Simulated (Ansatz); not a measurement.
# Squeezing and shearing glassy 47P2O5-53CaO (mol %) (83 atoms): runs compared

How stiff is glassy 47P2O5-53CaO (mol %) (83 atoms), and how do its levels respond to strain?

Computed with Ansatz 0.2.0: Kohn-Sham DFT, PBE, PAW (set soft_2), plane waves.

## Step 1: The cell as built

The cell holds 83 atoms: 18 P, 10 Ca and 55 O. Cell: a = 10.750 Å, b = 10.750 Å, c = 10.750 Å, α = 90.0°, β = 90.0°, γ = 90.0°. 83 atoms (18 P, 10 Ca, 55 O) placed at random at 2.65 g/cm³, melted at 4000 K for 10 ps at fixed volume with the Morse and Coulomb pair potential with partial charges (Pedone, Malavasi, Menziani, Cormack and Segre, J. Phys. Chem. B 110, 11780 (2006)). Quenched from 4000 K to 300 K at 500 K/ps and fixed volume, held 10 ps at zero pressure.

Limits known from the start: The quench rate of 500 K/ps far exceeds what a furnace or splat quench reaches, so expect more defects and frozen-in strain than in a real sample. The network of bonds at the start is that of the classical potential that made the cell, and needn't be the one that DFT or experiment would give. The Brillouin zone is sampled at Γ only.

## Step 2: The reference run

The reference is a single point at the end of the relaxation.

Every strained cell starts from the geometry of this run, and its atoms are relaxed with the cell held.

Its input, with most atom lines left out:

```yaml
crystal:
  lattice:
    - [10.80412, -0.14925, 0.00765]
    - [-0.14925, 10.65167, -0.13732]
    - [0.00765, -0.13732, 10.20052]
  atoms:
    - { symbol: P, position: [0.92536, 0.53164, 0.44189] }
    - { symbol: P, position: [0.52241, 0.43001, 0.39939] }
    - { symbol: P, position: [0.56542, 0.21538, 0.779] }
    - { symbol: P, position: [0.85297, 0.92595, 0.65446] }
    - { symbol: P, position: [0.17238, 0.24149, 0.27817] }
    - { symbol: P, position: [0.14566, 0.695, 0.42628] }
    - { symbol: P, position: [0.59536, 0.04901, 0.24298] }
    [... atom lines 8 to 83 left out ...]
kpoints:
  mp_grid: { grid: [1, 1, 1] }
hamiltonian:
  xc: pbe
scf:
  occupations: { method: fixed }
output:
  forces: true
  stress: true
  populations: intrinsic
  dos:
    method: { smearing: { sigma: 0.15 } }
    de: 0.1
    projected: { site_lists: { Ca: [Ca], O: [O], P: [P] } }
  eigenvalues: true
  write_density: true
  write_potential: true
  volumetric_format: npy
```

| Property | Result |
| --- | --- |
| free energy per atom | -759.6221 eV/atom |
| r.m.s. force component | 0.01025 eV/Å |
| pressure | -0.008726 GPa |

Filled and empty levels are parted by 4.69 eV (at Γ alone); a semilocal functional tends to put such gaps too low. In a disordered cell it changes from sample to sample, and tail or defect levels can set it.

## Step 3: The runs

Each row is one run, on 4 threads of Arm Neoverse V1, shared host. The free energy is the program's total, comparable only between runs with the same functional, potentials and atoms.

| run | atoms | outcome | ionic steps, all passes | free energy (eV) | time | host memory (GiB) |
| --- | --- | --- | --- | --- | --- | --- |
| Single point at the start | 83 | converged | - | -63036.366 | 13 s | 1.3 |
| Cell and atoms relaxed | 83 | converged | 37 | -63048.638 | 6.4 min | 1.3 |
| Single point at the relaxed geometry | 83 | converged | - | -63048.638 | 21 s | 1.4 |
| Volume -3 % | 83 | converged | 9 | -63048.507 | 2.2 min | 1.4 |
| Volume +3 % | 83 | converged | 11 | -63048.538 | 2.7 min | 1.4 |
| Volume -6 % | 83 | converged | 11 | -63048.051 | 2.6 min | 1.3 |
| Volume +6 % | 83 | converged | 11 | -63048.244 | 2.8 min | 1.5 |
| Volume -10 % | 83 | converged | 15 | -63046.827 | 3.2 min | 1.3 |
| Stretched by 1 % along x | 83 | converged | 8 | -63048.627 | 2 min | 1.4 |
| Compressed by 1 % along x | 83 | converged | 8 | -63048.620 | 1.8 min | 1.4 |
| Sheared by 2 % in xy | 83 | converged | 5 | -63048.608 | 68 s | 1.4 |

In some runs the program notes that the SCF threshold is loose for the stress.

## Step 4: Pressure against volume

Atoms are relaxed at each volume, in the scaled cell.

| volume change (%) | volume (Å³/atom) | energy change (meV/atom) | pressure (GPa) | largest move on relaxing (Å) | bonds | gap (eV) |
| --- | --- | --- | --- | --- | --- | --- |
| -10 | 12.724 | 21.81 | 5.40 | 0.39 | 134 | 5.04 |
| -6 | 13.290 | 7.07 | 2.95 | 0.22 | 133 | 4.91 |
| -3 | 13.714 | 1.58 | 1.36 | 0.11 | 131 | 4.80 |
| +0 | 14.138 | 0.00 | -0.01 | - | 130 | 4.69 |
| +3 | 14.562 | 1.21 | -0.95 | 0.27 | 129 | 4.65 |
| +6 | 14.986 | 4.75 | -1.80 | 0.38 | 127 | 4.57 |

## Step 5: Uniaxial strain and shear

Stress (GPa, compression positive) less that of the relaxed cell, atoms relaxed:

| strain | xx | yy | zz | xy | energy change (meV/atom) |
| --- | --- | --- | --- | --- | --- |
| stretched by 1 % along x | -0.552 | -0.176 | -0.300 | -0.134 | 0.14 |
| compressed by 1 % along x | 0.672 | 0.261 | 0.322 | 0.079 | 0.21 |
| sheared by 2 % in xy | -0.139 | -0.176 | 0.039 | -0.378 | 0.37 |

## Step 6: Findings

The bulk modulus, from the slope of pressure against ln V over the three points nearest the relaxed volume, is 38.6 GPa; a quadratic over all points gives a pressure derivative of about 5.9. The count of bonds runs from 127 to 134 over the series, so at some points contacts cross the cutoffs. The gap goes from 5.04 eV at the smallest volume to 4.57 eV at the largest, -2.9 eV per unit of ln V by a straight line, on the run's k-points. In the Cartesian axes of the cell, finite differences give C11 = 61.2, C12 = 21.8, C13 = 31.1 and C66 = 18.9 GPa (the shear of 2 % is the engineering strain, εxy = 0.01). The mean of C11, C12 and C13, which equals the bulk modulus in a cubic or isotropic solid, is 38.0 GPa: it agrees with the bulk modulus within 10 %. For an isotropic solid C66 would equal (C11 − C12)/2 = 19.7 GPa; so small a sample needn't be isotropic, and C66 rests on one shear. With the bulk modulus and C66 as K and G, Young's modulus would be about 49 GPa and Poisson's ratio 0.29.

Caveats: Strains are finite and relaxations stop at the force tolerance of the input, which can leave moduli too stiff; they are those of a static cell at zero temperature. Volumes are changed with the cell's shape held, so in an anisotropic solid the modulus lies over the one under free hydrostatic load. The program notes that the SCF threshold of the relaxations is loose for the stress.

The DFT runs together took 25 min of wall time.

[Logs are printed without paths, hosts, clocks, repeated set-up lines and the standing remarks that a program may print on its own settings, such as how far it seeks lower states.]

[Hosts, paths, dates, database ids (printed as entryN), source tags and the programs' standing remarks are cut or masked in the printed files.]
